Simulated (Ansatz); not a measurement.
# Ni(100) film of 3 layers: electron–phonon coupling and resistivity, part 3 of 5

Each step names its level of theory.

So far. Step 4 (Phonons: q 2×2×1, k 6×6×1): Among the solved wavevectors the lowest mode, translations apart, is 83 cm⁻¹, so these are real on this k mesh.

## Step 5: Resistivity: q 2×2×1, k 6×6×1, scattering 12×12×1

Level of this step: DFT PBE, scalar-relativistic, plane waves, PAW; PAW set soft_1 (Ansatz).

A first run on coarse meshes.

Contents of input.yaml:

```yaml
crystal:
  lattice:
    - [2.4198346145, 0.0, 0.0]
    - [0.0, 2.4198346145, 0.0]
    - [0.0, 0.0, 30.8399999296]
  atoms:
    - { symbol: Ni, position: [0.0, 0.0, 0.1780481476], spin: 0.84 }
    - { symbol: Ni, position: [0.5, 0.5, 0.2354085608], spin: 0.75 }
    - { symbol: Ni, position: [0.0, 0.0, 0.2927689741], spin: 0.84 }
  periodic: [true, true, false]
kpoints:
  mp_grid: { grid: [6, 6, 1] }
hamiltonian:
  xc: pbe
  pseudopotentials: { kind: paw, azcp: { folder: soft_1 } }
scf:
  occupations: { method: gaussian, width: 0.15 }
output:
  eigenvalues: true
  populations: true
magnetization:
  spin_polarized: true
phonons:
  method: dfpt
  qmesh: [2, 2, 1]
  temperatures: { t_max: 1000, t_step: 50 }
  qpath:
    path: [[0.0, 0.0, 0.0], [0.0, 0.5, 0.0], [0.5, 0.5, 0.0], [0.0, 0.0, 0.0]]
    npoints: 10
  electrical_resistivity:
    mesh: [12, 12, 1]
    temperatures: [20.0, 50.0, 77.0, 100.0, 150.0, 200.0, 300.0, 400.0, 600.0, 800.0]
  electron_occupations: "off"
```

On the command line:

```sh
$ ansatz run input.yaml --threads 8 --pin off --max-ram 20480MiB --backend cpu --events-out ev --progress --plain --runs-dir out
```

Numbers of over 12 decimals in the logs are rounded to 6 here.

Log:

```text
[...]
Crystal: 3 atoms, lattice volume = 180.587 Å³
Basis set: ecut = 420 eV, 3447 PW (Γ), exchange–correlation on 36×36×432 points (8 copies of the dense FFT grid, shifted against one another)
Bands: 34, of which v1, the nominal top of the filled ones, is band 27 counted from 1 (26 counted from 0)
Symmetry: 16 space group operations
[...]
k-points: 10 of 36
[...]
Starting moments: Σ|m| = 2.43 μB on 3 of 3 sites
[...]
SCF 1 converged in 15 iterations: F = -17517.507153 eV  dr2 = 1.06e-9
[...]
k-points: 10 of 36 (irreducible under 8 space group operations)
[...]
SCF iter  10: F=-17517.507153 eV  HF=-17517.507153 eV  |F-HF|=8.37e-11  |Δ(HF+E_count)|=  2.55e-11  Δρ=3.76e-8 (↑2.88e-8 ↓3.76e-8)  dr2=3.86e-12  dr2_m=1.70e-13  M=1.932 μB ∫|m|=2.240 μB  ethr=1.00e-12  ⟨swp⟩=13.2  Hψ=4667  notcnv=0
SCF 2 converged in 10 iterations: F = -17517.507153 eV  dr2 = 3.86e-12
[...]
SCF iter  10: F=-17517.507153 eV  HF=-17517.507153 eV  |F-HF|=1.16e-10  |Δ(HF+E_count)|=  7.28e-12  Δρ=3.74e-8 (↑2.85e-8 ↓3.74e-8)  dr2=3.80e-12  dr2_m=1.70e-13  M=1.932 μB ∫|m|=2.240 μB  ethr=1.00e-12  ⟨swp⟩=3.2  Hψ=2214  notcnv=0
SCF 3 converged in 10 iterations: F = -17517.507153 eV  dr2 = 3.80e-12
[...]
SCF converged after 10 iterations
Magnetization: 1.9324 μB (27.9662 up, 26.0338 down)
Absolute magnetization: 2.2432 μB (∫|ρ↑−ρ↓|, with the PAW one-centre terms)
[...]
Per-site moments (μB) at R_I (Å): [(0.699146, 0.998182), (0.673053, 0.998182), (0.699146, 0.998182)]
Free energy (F): -17517.507153 eV
[...]
Internal energy: -17517.453691 eV  (E = F + TS)
E sigma→0 (E₀):  -17517.480422 eV
Entropy (-TS):   -0.053462 eV (-17.821 meV/atom)
Fermi energy:    -4.967110 eV
[...]
--- Band table (eV; the first three rows and the last of 20) ---
  k-point 0 ↑: bands = [... 23 lower, -6.0828, -5.9926, -5.5722, -5.5628, -5.4978, -5.4978, -5.4367, -3.6652, ... 3 higher]
  k-point 1 ↑: bands = [... 23 lower, -6.3164, -6.0973, -5.8907, -5.8418, -5.5995, -5.4391, -4.4611, -2.2381, ... 3 higher]
  k-point 2 ↑: bands = [... 23 lower, -6.2212, -6.0293, -5.7251, -5.6267, -5.5925, -5.5650, -2.7196, 0.2328, ... 3 higher]
  k-point 9 ↓: bands = [... 23 lower, -4.8687, -4.4747, -4.1759, -4.1755, -0.6544, -0.6544, 2.7110, 2.7110, ... 3 higher]
  ° read free of the cell's end (the report's vacuum.weakly_bound_levels)
[...]
ASR residual: 1.084e-4 → 0.000e0 eV/Å²; symmetrization residual: 8.062e-8 eV/Å²
[...]
ASR residual per site (eV/Å²): 5.18e-5 1.08e-4 5.18e-5
  Γ frequencies (cm⁻¹): 0.00 0.00 0.00 111.59 111.59 168.50 192.23 192.23 254.46
--- Phonons (arbitrary-q DFPT): 3 irreducible q on the 2×2×1 mesh ---
[...]
interpolated dispersion: 31 rows × 9 modes
[...]
--- Electrical resistivity: potentials and phonons of a 2×2×1 supercell ---
  scattering by harmonic phonons alone, with no dipole-dipole term; scattering by other electrons, impurities, surfaces and spin disorder is left out, and so is spin–orbit coupling
  the resistivity is that of a variational response, whose dependence on the energy is improved iteratively
  tensors lie in the sheet's plane, the Hall coefficient along its normal; that, the resistivity and the plasma energy are of the whole cell, vacuum included; the cell is 30.840 Å high
  at the Fermi level of each mesh (of a tensor half of its trace):
           mesh   spin    states/(eV spin)  plasma energy (eV)         λ      λ_tr    ħω_log (meV)
        12×12×1     up              0.5500              2.3212    0.0739    0.0674          16.647
        12×12×1   down              3.7953              1.9744    0.3306    0.4314          17.952
          6×6×1     up              0.4763              1.8771    0.0679    0.0758          16.607
          6×6×1   down              3.2091              1.8589    0.3443    0.4619          17.314
          3×3×1     up              1.0521              2.9645    0.1515    0.2411          19.085
          3×3×1   down              2.6913              2.1806    0.3319    0.5145          19.636
  resistivity on the deck's mesh, µΩ·cm:
     T (K)       trace/2  mesh converged            xx            yy            zz    lowest order   relaxation time
     20.00     1.4690e-2              no     1.4690e-2     1.4690e-2      0.0000e0       3.6826e-2         4.4218e-2
     50.00     4.8310e-1              no     4.8310e-1     4.8310e-1      0.0000e0       9.6549e-1         6.8827e-1
     77.00      1.5529e0              no      1.5529e0      1.5529e0      0.0000e0        2.6199e0          1.9568e0
    100.00      2.7120e0              no      2.7120e0      2.7120e0      0.0000e0        4.2107e0          3.2790e0
    150.00      5.4036e0              no      5.4036e0      5.4036e0      0.0000e0        7.6212e0          6.3163e0
    200.00      8.0122e0              no      8.0122e0      8.0122e0      0.0000e0        1.0812e1          9.2661e0
    300.00      1.3028e1              no      1.3028e1      1.3028e1      0.0000e0        1.6790e1          1.4957e1
    400.00      1.7896e1              no      1.7896e1      1.7896e1      0.0000e0        2.2580e1          2.0495e1
    600.00      2.7482e1              no      2.7482e1      2.7482e1      0.0000e0        3.4202e1          3.1440e1
    800.00      3.7165e1              no      3.7165e1      3.7165e1      0.0000e0        4.6252e1          4.2510e1
  sheet resistance at 20 K: 0.04763 Ω
  mean free path at 20 K (of a tensor half of its trace): 42927 nm by what each carries, 14777 by the Fermi surface alone
  Hall coefficient in a weak field at 20 K (along the normal): -8.960e-10 m³/C (how far it moves between the two finest meshes is not known); by each state's relaxation time: -6.254e-10 m³/C; by a constant relaxation time: -5.492e-10 m³/C
  sheet resistance at 50 K: 1.566 Ω
[...]
sheet resistance at 77 K: 5.035 Ω
[...]
sheet resistance at 100 K: 8.794 Ω
[...]
sheet resistance at 150 K: 17.52 Ω
[...]
sheet resistance at 200 K: 25.98 Ω
[...]
sheet resistance at 300 K: 42.25 Ω
[...]
sheet resistance at 400 K: 58.03 Ω
[...]
sheet resistance at 600 K: 89.11 Ω
[...]
sheet resistance at 800 K: 120.5 Ω
[...]
the resistivity times a path that all electrons share, by the Fermi surface of the deck's mesh alone (half of the trace): 2.171e-15 Ω·m²
  not converged in the mesh (λ; λ_tr; the resistivity at 20 K by 64.93 %; the resistivity at 50 K by 31.67 %; the resistivity at 77 K by 37.56 %; the resistivity at 100 K by 44.21 %; the resistivity at 150 K by 52.41 %; the resistivity at 200 K by 56.06 %; the resistivity at 300 K by 59.41 %; the resistivity at 400 K by 60.06 %; the resistivity at 600 K by 59.11 %; the resistivity at 800 K by 59.31 %): between neighb [...]
  vibrations of 4 cells: unjudged by the run; compare a larger repeat
  the changes of the potential over all sites missed a rigid shift's by 0.31 % (the site terms' by 0.01 %)
  between the force constants' wavevectors the phonons are obtained by Fourier interpolation alone: phonons.electron_occupations is off
--- Löwdin populations: 3 sites ---
  site symbol       q [e]    m [muB]
     0     Ni     17.8096     0.6844
     1     Ni     17.7661     0.6567
     2     Ni     17.8096     0.6844
  spilling = 0.011385 (of n_electrons = 54.000000)
```

Run time: 5.1 min. Hardware: 8 threads of Arm Neoverse N1, shared host; peak memory 2.5 GiB; 35 min of CPU time.

Numbers from this step:

* cell height: 30.84 Å
* sheet resistance 300K: 42.25 Ω/square, mean in the plane
* resistivity at 300 K: 13.03 μΩ cm, mean of the axes, of the whole cell with its vacuum
* coupling constant λ, spin up: 0.07389
* coupling constant λ, spin down: 0.3306
* log mean phonon energy ħω_log, spin up: 16.65 meV
* log mean phonon energy ħω_log, spin down: 17.95 meV
* density of states at the Fermi level, spin up: 0.55 states/eV a spin and cell
* density of states at the Fermi level, spin down: 3.795 states/eV a spin and cell
* transport coupling constant λ_tr, spin up: 0.06742, 0.06742, 0 (xx, yy, zz)
* transport coupling constant λ_tr, spin down: 0.4314, 0.4314, 0 (xx, yy, zz)
* Drude plasma energy, spin up: 2.321, 2.321, 0 eV (xx, yy, zz)
* Drude plasma energy, spin down: 1.974, 1.974, 0 eV (xx, yy, zz)

Some states were left unconverged by the eigensolver. By its own test the run is not converged in the mesh. λ = 0.298 and 42.2 Ω per square at 300 K. The run's own test puts 59 % between its two finest meshes on the component of the resistivity at 300 K that moves most, so it is not converged. By the run's own test λ of one spin channel moves by 8 % between its two finest scattering meshes.

(Continued in part 4 of 5.)

[Logs are printed without paths, hosts, clocks, repeated set-up lines and the standing remarks that a program may print on its own settings, such as how far it seeks lower states.]

[Hosts, paths, dates, database ids (printed as entryN), source tags and the programs' standing remarks are cut or masked in the printed files.]
